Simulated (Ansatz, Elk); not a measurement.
# Ba2MgAl2Sn2: X-ray structure factors from the self-consistent density

The structure of Ba2MgAl2Sn2 used here is made up (a known structure type with other elements) and was relaxed beforehand with PBE. The aim is the Fourier transform of its all-electron density, F(hkl), set beside the sum over free spherical atoms that refinements use.

Main program and level: Elk 11.2.3 (patched build); DFT, PBE, all-electron APW+lo, Dirac cores, scalar-relativistic bands, static density, no spin.

The structure was built from a prototype and need not be the compound's stable phase.

## Step 1: Starting point

Symmetry: Immm, No. 71, orthorhombic system. The conventional cell has a = 4.562 Å, b = 5.069 Å, c = 20.266 Å, α = 90.00°, β = 90.00°, γ = 90.00°. Ba has 2 Al at 3.47 Å and 5 Sn at 3.52 to 3.82 Å nearest. Nearest to Sn lie 2 Al at 2.73 Å and 5 Ba at 3.52 to 3.82 Å and 2 Mg at 3.72 Å. Al has 1 Al at 2.43 Å and 2 Sn at 2.73 Å and 2 Ba at 3.47 Å nearest. Nearest to Mg lie 8 Al at 3.62 Å and 4 Sn at 3.72 Å. Farther neighbours are not listed.

As a file:

```cif
data_structure
_symmetry_space_group_name_H-M 'Immm'
_symmetry_Int_Tables_number 71
_cell_length_a 4.5621
_cell_length_b 5.0692
_cell_length_c 20.2661
_cell_angle_alpha 90.000
_cell_angle_beta 90.000
_cell_angle_gamma 90.000
_cell_volume 468.68
loop_
_atom_site_label
_atom_site_type_symbol
_atom_site_symmetry_multiplicity
_atom_site_Wyckoff_symbol
_atom_site_fract_x
_atom_site_fract_y
_atom_site_fract_z
_atom_site_occupancy
Ba1 Ba 4 i 0.50000 0.50000 0.67692 1
Sn1 Sn 4 i 0.50000 0.50000 0.86563 1
Al1 Al 4 j 0.00000 0.50000 0.93992 1
Mg1 Mg 2 b 0.50000 0.00000 0.00000 1
```

## Step 2: Ground state and structure factors

An all-electron density is needed, since X-rays see the cores too. Task 0 finds the density and task 195 Fourier-transforms it; tshift is off so that phases refer to the origin typed.

Contents of elk.in:

```
tasks
  0
  195

xctype
  20

spinpol
  .false.

rgkmax
  7.0

gmaxvr
  14.0

lmaxo
  7

lmaxapw
  8

swidth
  0.002

tshift
  .false.

ramdisk
  .false.

hmaxvr
  5.5

maxscl
  120

epspot
  1e-06

sppath
  './'

avec
  -4.31056546173 4.78974475564 19.14866409111
  4.31056546173 -4.78974475564 19.14866409111
  4.31056546173 4.78974475564 -19.14866409111

atoms
  4
  'Ba.in'
  2
  0.1769152082 0.1769152082 0.0000000000   0.000000 0.000000 0.000000
  0.8230847918 0.8230847918 -0.0000000000   0.000000 0.000000 0.000000
  'Sn.in'
  2
  0.3656303838 0.3656303838 0.0000000000   0.000000 0.000000 0.000000
  0.6343696162 0.6343696162 0.0000000000   0.000000 0.000000 0.000000
  'Al.in'
  2
  0.4399249697 0.9399249697 0.5000000000   0.000000 0.000000 0.000000
  0.5600750303 0.0600750303 0.5000000000   0.000000 0.000000 0.000000
  'Mg.in'
  1
  0.0000000000 0.5000000000 0.5000000000   0.000000 0.000000 0.000000

ngridk
  7 7 7
```

On the command line:

```bash
OMP_NUM_THREADS=4 elk
```

Numbers of over 12 decimals in the logs are rounded to 6 here.

The program printed:

```text
┌─────────────────────────┐
│ Elk code version 11.2.3 │
└─────────────────────────┘

All units are atomic (Hartree, Bohr, etc.)

┌─────────────────────────────────────────────────┐
│ Ground-state run starting from atomic densities │
└─────────────────────────────────────────────────┘

Lattice vectors :
  -4.310565462       4.789744756       19.14866409
   4.310565462      -4.789744756       19.14866409
   4.310565462       4.789744756      -19.14866409

Reciprocal lattice vectors :
 -0.1848547821E-16  0.6558998055      0.1640632808
  0.7288121898      0.1266283429E-16  0.1640632808
  0.7288121898      0.6558998055     -0.6769879218E-17

Unit cell volume      :    1581.412209
Brillouin zone volume :   0.1568536097

Muffin-tin inner radius fraction :   0.1000000000E-01

Nuclei treated as point charges

Species : 1 (Ba)
 parameters loaded from : Ba.in
 name : barium
 nuclear charge    :   -56.00000000
 electronic charge :    56.00000000
 atomic mass :    250331.8071
 muffin-tin radius :    2.800000000
 number of radial points in muffin-tin :   1393
 inner part over the whole radius :   0.9950032293E-02
 number on inner part of muffin-tin    :    996
 approximate nuclear radius :   0.9171481901E-04
 number of mesh points to nuclear radius :    504
 atomic positions (lattice), magnetic fields (Cartesian) :
  1 :   0.17691521  0.17691521  0.00000000    0.00000000  0.00000000  0.00000000
  2 :  -0.17691521 -0.17691521  0.00000000    0.00000000  0.00000000  0.00000000

Species : 2 (Sn)
 parameters loaded from : Sn.in
 name : tin
 nuclear charge    :   -50.00000000
 electronic charge :    50.00000000
 atomic mass :    216395.0922
 muffin-tin radius :    2.600000000
 number of radial points in muffin-tin :   1193
 inner part over the whole radius :   0.9914297220E-02
 number on inner part of muffin-tin    :    850
 approximate nuclear radius :   0.8828114845E-04
 number of mesh points to nuclear radius :    428
 atomic positions (lattice), magnetic fields (Cartesian) :
  1 :   0.36563038  0.36563038  0.00000000    0.00000000  0.00000000  0.00000000
  2 :  -0.36563038 -0.36563038  0.00000000    0.00000000  0.00000000  0.00000000

Species : 3 (Al)
 parameters loaded from : Al.in
 name : aluminium
 nuclear charge    :   -13.00000000
 electronic charge :    13.00000000
 atomic mass :    49184.33496
 muffin-tin radius :    2.200000000
 number of radial points in muffin-tin :    793
 inner part over the whole radius :   0.9821194981E-02
 number on inner part of muffin-tin    :    552
 approximate nuclear radius :   0.5839653600E-04
 number of mesh points to nuclear radius :    244
 atomic positions (lattice), magnetic fields (Cartesian) :
  1 :   0.43992497 -0.06007503  0.50000000    0.00000000  0.00000000  0.00000000
  2 :  -0.43992497  0.06007503  0.50000000    0.00000000  0.00000000  0.00000000

Species : 4 (Mg)
 parameters loaded from : Mg.in
 name : magnesium
 nuclear charge    :   -12.00000000
 electronic charge :    12.00000000
 atomic mass :    44305.30466
 muffin-tin radius :    2.200000000
 number of radial points in muffin-tin :    793
 inner part over the whole radius :   0.9941530515E-02
 number on inner part of muffin-tin    :    552
 approximate nuclear radius :   0.5710277704E-04
 number of mesh points to nuclear radius :    241
 atomic positions (lattice), magnetic fields (Cartesian) :
  1 :   0.00000000  0.50000000  0.50000000    0.00000000  0.00000000  0.00000000

Total number of atoms per unit cell :    7
Total muffin-tin volume :    464.9557127
 ratio of muffin-tin to unit cell volume :   0.2940129777

Spin treatment :
 spin-unpolarised

Number of Bravais lattice symmetries :    8
Number of crystal symmetries         :    8
Crystal has inversion symmetry
Real symmetric eigensolver will be used

k-point grid :      7     7     7
k-point offset :    0.000000000       0.000000000       0.000000000
k-point set is reduced with full crystal symmetry group
Total number of k-points :       64

[...]
electron entropic           :    -0.90721984111614E-03
 total energy                :     -29324.955727499

Density of states at Fermi energy :    69.53402861
 (states/Hartree/unit cell)

Estimated indirect band gap :   0.9577184123E-04
 from k-point 25 to k-point 63
Estimated direct band gap   :   0.7436061713E-02
 at k-point 5

Charges :
 core                        :    142.0000000
 valence                     :    108.0000000
 interstitial                :    13.24271863
 muffin-tins (core leakage)
  species : 1 (Ba)
[...]
species : 2 (Sn)
[...]
species : 3 (Al)
[...]
species : 4 (Mg)
[...]
total in muffin-tins        :    236.7572814
 total calculated charge     :    249.9988255
 total charge                :    250.0000000
 error                       :   0.1174507758E-02

RMS change in Kohn-Sham potential (target) :   0.3799037140     (  0.1000000000E-05)
Absolute change in total energy (target)   :   0.6169418163     (  0.1000000000E-03)

[... loops 3 to 15 left out ...]

┌──────────────────┐
│ Loop number : 16 │
└──────────────────┘

Energies :
 Fermi                       :     0.188681
 sum of occupied eigenvalues :     -17860.131053866
 electron kinetic            :      31073.522238890
 core electron kinetic       :      29880.073392615
 Coulomb                     :     -59615.357712486
 Coulomb potential           :     -47914.752893652
 nuclear-nuclear             :     -2325.2280457282
 electron-nuclear            :     -66701.724486136
 Hartree                     :      9411.5948193774
 Madelung                    :     -35657.981265661
 xc potential                :     -1018.9003991041
 exchange                    :     -768.15172503711
 correlation                 :     -12.943215455274
 electron entropic           :    -0.93696096004398E-03
 total energy                :     -29322.931351050

Density of states at Fermi energy :    69.37745804
 (states/Hartree/unit cell)

Estimated indirect band gap :   0.3169830473E-03
 from k-point 64 to k-point 56
Estimated direct band gap   :   0.3796465862E-02
 at k-point 40

Charges :
 core                        :    142.0000000
 valence                     :    108.0000000
 interstitial                :    13.38469052
 muffin-tins (core leakage)
  species : 1 (Ba)
[...]
species : 2 (Sn)
[...]
species : 3 (Al)
[...]
species : 4 (Mg)
[...]
total in muffin-tins        :    236.6153095
 total calculated charge     :    249.9988554
 total charge                :    250.0000000
 error                       :   0.1144594036E-02

RMS change in Kohn-Sham potential (target) :   0.1831319962E-06 (  0.1000000000E-05)
Absolute change in total energy (target)   :   0.9098060400E-04 (  0.1000000000E-03)

Convergence targets achieved

┌──────────────────┐
│ Loop number : 17 │
└──────────────────┘

Energies :
 Fermi                       :     0.188681
 sum of occupied eigenvalues :     -17860.131068043
 electron kinetic            :      31073.522228996
 core electron kinetic       :      29880.073389032
 Coulomb                     :     -59615.357717719
 Coulomb potential           :     -47914.752905476
 nuclear-nuclear             :     -2325.2280457282
 electron-nuclear            :     -66701.724484807
 Hartree                     :      9411.5948128157
 Madelung                    :     -35657.981264981
 xc potential                :     -1018.9003915624
 exchange                    :     -768.15172512735
 correlation                 :     -12.943215457279
 electron entropic           :    -0.93696083028404E-03
 total energy                :     -29322.931366269

Density of states at Fermi energy :    69.37744369
 (states/Hartree/unit cell)

Estimated indirect band gap :   0.3169870570E-03
 from k-point 64 to k-point 56
Estimated direct band gap   :   0.3796475036E-02
 at k-point 40

Charges :
 core                        :    142.0000000
 valence                     :    108.0000000
 interstitial                :    13.38469056
 muffin-tins (core leakage)
  species : 1 (Ba)
[...]
species : 2 (Sn)
[...]
species : 3 (Al)
   atom 1                    :    11.19742786     (  0.4692248560E-03)
   atom 2                    :    11.19742786     (  0.4692248560E-03)
  species : 4 (Mg)
   atom 1                    :    10.32511727     ( -0.9828258829E-07)
 total in muffin-tins        :    236.6153094
 total calculated charge     :    249.9988554
 total charge                :    250.0000000
 error                       :   0.1144594048E-02

┌──────────────────────────────┐
│ Self-consistent loop stopped │
└──────────────────────────────┘

Warning : core states of species 3 leak from the muffin-tin :   0.4692248560E-03

Wrote STATE.OUT
```

It took 3 min on 4 threads of Intel Xeon Platinum 8375C at 2.90GHz (Ice Lake), shared host; peak memory 0.65 GiB; 8.9 min of CPU time.

SFACRHO.OUT:

```text

h k l indices transformed by vhmat matrix:
   1.000000000       0.000000000       0.000000000    
   0.000000000       1.000000000       0.000000000    
   0.000000000       0.000000000       1.000000000    

      h      k      l  multipl.   |H|            Re(F)            Im(F)           |F|

      0      0      0      1   0.0000000       250.00000      0.25894786E-15   250.00000    
     -1     -1      1      2  0.32812656      -47.994425      0.38355989E-13   47.994425    
      2      2     -2      2  0.65625312      -106.07185     -0.11241169E-12   106.07185    
      1      0      0      4  0.67610747      -26.992650     -0.48857678E-14   26.992650    
      1      0     -1      4  0.74705018      -5.6765729     -0.19725742E-13   5.6765729    
     -1     -2      2      4  0.82003378      -22.821761      0.68497341E-13   22.821761    
     -1     -2      1      4  0.87944190      -23.901468      0.83904560E-13   23.901468    
      0      0     -1      4  0.98049567       153.37137     -0.91991844E-14   153.37137    
      3      3     -3      2  0.98437968       115.91195      0.19097610E-12   115.91195    
      1      1     -2      8   1.0339433      -91.868132     -0.38230568E-13   91.868132    
      2      3     -3      4   1.0502969       126.69148      0.12099485E-12   126.69148    
     -3     -2      3      4   1.0973086       94.991301     -0.97549932E-13   94.991301    
      3      1     -2      8   1.1798474      -115.14646     -0.17591934E-13   115.14646    
      1     -1      1      2   1.3117996       197.25181     -0.28285102E-13   197.25181    
      4      4     -4      2   1.3125062      -14.565757     -0.73969006E-13   14.565757    
      3      4     -4      4   1.3225452      -43.914556      0.10405993E-13   43.914556    
      0     -2      2      4   1.3522149      -41.410961      0.58928788E-13   41.410961    
      4      3     -4      4   1.3601796      -92.173904      0.36208266E-13   92.173904
```

Elk indexes on the primitive cell of elk.in and gives |H| = 4π sin θ/λ in inverse bohr. Below, one row stands for each form hkl of the conventional cell (m members, Friedel mates merged), F is for one primitive cell and the density is static (no thermal factor). Free-atom factors are Waasmaier and Kirfel's, and R is Σm||F|−|F'||/Σm|F|.

| hkl | m | sin θ/λ (Å⁻¹) | abs F, DFT | neutral atoms | diff. |
| --- | --- | --- | --- | --- | --- |
| 002 | 2 | 0.049 | 47.994 | 47.880 | +0.114 |
| 004 | 2 | 0.099 | 106.072 | 105.362 | +0.710 |
| 011 | 4 | 0.102 | 26.993 | 26.609 | +0.384 |
| 101 | 4 | 0.112 | 5.677 | 5.933 | -0.256 |
| 013 | 4 | 0.123 | 22.822 | 22.620 | +0.201 |
| 103 | 4 | 0.132 | 23.901 | 24.279 | -0.378 |
| 110 | 4 | 0.147 | 153.371 | 153.182 | +0.189 |
| 006 | 2 | 0.148 | 115.912 | 115.535 | +0.377 |
| 112 | 8 | 0.155 | 91.868 | 91.652 | +0.216 |
| 015 | 4 | 0.158 | 126.692 | 126.750 | -0.058 |
| 105 | 4 | 0.165 | 94.991 | 94.794 | +0.197 |
| 114 | 8 | 0.177 | 115.147 | 115.428 | -0.281 |
| 020 | 2 | 0.197 | 197.252 | 197.638 | -0.386 |
| 008 | 2 | 0.197 | 14.566 | 14.526 | +0.039 |

## Step 3: The highest occupied states alone

An energy window below the Fermi level keeps the highest occupied states, to see at which angles they scatter; shallow core shells can lie inside it and anion s states outside. No new self-consistency is needed.

Changes to elk.in since step 2:

```diff
@@ -1,3 +1,2 @@
 tasks
-  0
   195
@@ -40,2 +39,5 @@
 
+wsfac
+  -0.178810 0.488680
+
 sppath
```

On the command line:

```bash
OMP_NUM_THREADS=4 elk
```

The program printed:

```text
┌─────────────────────────────────┐
│ Elk code version 11.2.3 started │
└─────────────────────────────────┘

Info(readinput): the functional depends on the density's gradient
 muffin-tin radial points multiplied by    2.00000
 (not where nrmtscf is given)

┌────────────────────┐
│ Current task : 195 │
└────────────────────┘

Info(sfacrho): density structure factors written to SFACRHO.OUT

 Energy window :  -0.1788100000      0.4886800000

┌──────────────────┐
│ Elk code stopped │
└──────────────────┘
```

Run time: 30 s. Hardware: 4 threads; peak memory 0.38 GiB.

States within 10 eV below the Fermi level hold 20.00 electrons; any levels below the window count with the cores. Their amplitudes can exceed the total, where window and core parts have opposite phase:

| hkl | sin θ/λ (Å⁻¹) | abs F, window | abs F, all |
| --- | --- | --- | --- |
| 002 | 0.049 | 2.850 | 47.994 |
| 004 | 0.099 | 3.776 | 106.072 |
| 011 | 0.102 | 4.732 | 26.993 |
| 101 | 0.112 | 0.241 | 5.677 |
| 013 | 0.123 | 1.641 | 22.822 |
| 103 | 0.132 | 2.725 | 23.901 |
| 110 | 0.147 | 0.434 | 153.371 |
| 006 | 0.148 | 0.453 | 115.912 |
| 112 | 0.155 | 1.474 | 91.868 |
| 015 | 0.158 | 1.174 | 126.692 |

## Step 4: Another functional

The difference from free atoms is small, so it is set against the change that LDA (Perdew-Wang) makes.

Changes to elk.in since step 3:

```diff
@@ -1,2 +1,3 @@
 tasks
+  0
   195
@@ -4,3 +5,3 @@
 xctype
-  20
+  3
 
@@ -39,5 +40,2 @@
 
-wsfac
-  -0.178810 0.488680
-
 sppath
```

On the command line:

```bash
OMP_NUM_THREADS=4 elk
```

The program printed:

```text
┌─────────────────────────┐
│ Elk code version 11.2.3 │
└─────────────────────────┘

All units are atomic (Hartree, Bohr, etc.)

┌─────────────────────────────────────────────────┐
│ Ground-state run starting from atomic densities │
└─────────────────────────────────────────────────┘

Lattice vectors :
  -4.310565462       4.789744756       19.14866409
   4.310565462      -4.789744756       19.14866409
   4.310565462       4.789744756      -19.14866409

Reciprocal lattice vectors :
 -0.1848547821E-16  0.6558998055      0.1640632808
[...]
species : 2 (Sn)
[...]
species : 3 (Al)
[...]
atom 2                    :    11.21159305     (  0.4958861455E-03)
  species : 4 (Mg)
   atom 1                    :    10.33975753     ( -0.1573064653E-05)
 total in muffin-tins        :    236.7020814
 total calculated charge     :    249.9988146
 total charge                :    250.0000000
 error                       :   0.1185391681E-02

┌──────────────────────────────┐
│ Self-consistent loop stopped │
└──────────────────────────────┘

Warning : core states of species 3 leak from the muffin-tin :   0.4958861455E-03

Wrote STATE.OUT
[key lines of the parts left out:]
total energy                :     -29297.189304489
```

The job ended after 2.2 min (4 threads; peak memory 0.5 GiB; 6.7 min of CPU time).

Against the first run R = 0.04 %; the largest change is -0.071 at 400.

## Step 5: Basis size

The basis and the expansions that go with it are enlarged, to see whether the differences are converged.

Changes to elk.in since step 4:

```diff
@@ -5,3 +5,3 @@
 xctype
-  3
+  20
 
@@ -11,12 +11,12 @@
 rgkmax
-  7.0
+  8.5
 
 gmaxvr
-  14.0
+  18.0
 
 lmaxo
-  7
+  9
 
 lmaxapw
-  8
+  10
```

On the command line:

```bash
OMP_NUM_THREADS=4 elk
```

The program printed:

```text
┌─────────────────────────┐
│ Elk code version 11.2.3 │
└─────────────────────────┘

All units are atomic (Hartree, Bohr, etc.)

┌─────────────────────────────────────────────────┐
│ Ground-state run starting from atomic densities │
└─────────────────────────────────────────────────┘

Lattice vectors :
  -4.310565462       4.789744756       19.14866409
   4.310565462      -4.789744756       19.14866409
   4.310565462       4.789744756      -19.14866409

Reciprocal lattice vectors :
 -0.1848547821E-16  0.6558998055      0.1640632808
[...]
species : 2 (Sn)
[...]
species : 3 (Al)
[...]
atom 2                    :    11.19849450     (  0.4690867215E-03)
  species : 4 (Mg)
   atom 1                    :    10.32607832     ( -0.9828258740E-07)
 total in muffin-tins        :    236.6306115
 total calculated charge     :    249.9989221
 total charge                :    250.0000000
 error                       :   0.1077907119E-02

┌──────────────────────────────┐
│ Self-consistent loop stopped │
└──────────────────────────────┘

Warning : core states of species 3 leak from the muffin-tin :   0.4690867215E-03

Wrote STATE.OUT
[key lines of the parts left out:]
total energy                :     -29322.949314048
```

The job ended after 7.8 min (4 threads; peak memory 1.2 GiB).

Against the first run R = 0.00 %; the largest change is -0.010 at 0 3 11.

## Step 6: Settings against the effect

| run | R against the first run (%) | R against neutral atoms, low angle (%) | wall time |
| --- | --- | --- | --- |
| PBE, rgkmax 7 | 0.00 | 0.32 | 3 min |
| LDA (Perdew-Wang) | 0.04 | 0.32 | 2.2 min |
| rgkmax 8.5 with larger expansions | 0.00 | 0.32 | 7.8 min |

## Step 7: Summary of results

* R against neutral atoms, sin θ/λ < 0.3 Å⁻¹: 0.32 %
* R against neutral atoms, 0.3 to 0.48 Å⁻¹: 0.07 %

In words: Independent neutral atoms miss the calculated amplitudes by R = 0.32 % below 0.3 Å⁻¹ and 0.07 % from there to 0.48 Å⁻¹; by shells, 0.55 % below 0.15 Å⁻¹ (8 forms), 0.29 % 0.15 to 0.3 (37 forms), 0.07 % 0.3 to 0.45 (81 forms), 0.07 % above 0.45 (23 forms). Bonding, aspherical density and the tables' own atoms all enter these figures, and the runs don't part them. The largest change of an amplitude is +0.71 electrons, at 004. The window's part falls from 20.0 electrons at the origin to at most 0.22 between 0.45 and 0.48 Å⁻¹. Below 0.3 Å⁻¹ the changes that finished (LDA (Perdew-Wang) and rgkmax 8.5 with larger expansions) move F by R = 0.03 % at most, against the 0.32 % that separates it from free atoms. The k-mesh has no finished test. Part of the difference isn't bonding: the tables are fits to free atoms and ions calculated by other methods than this functional. Thermal motion, anomalous dispersion and extinction are left out.

[Logs are printed without paths, hosts, clocks, repeated set-up lines and the standing remarks that a program may print on its own settings, such as how far it seeks lower states.]

[Hosts, paths, dates, database ids (printed as entryN), source tags and the programs' standing remarks are cut or masked in the printed files.]
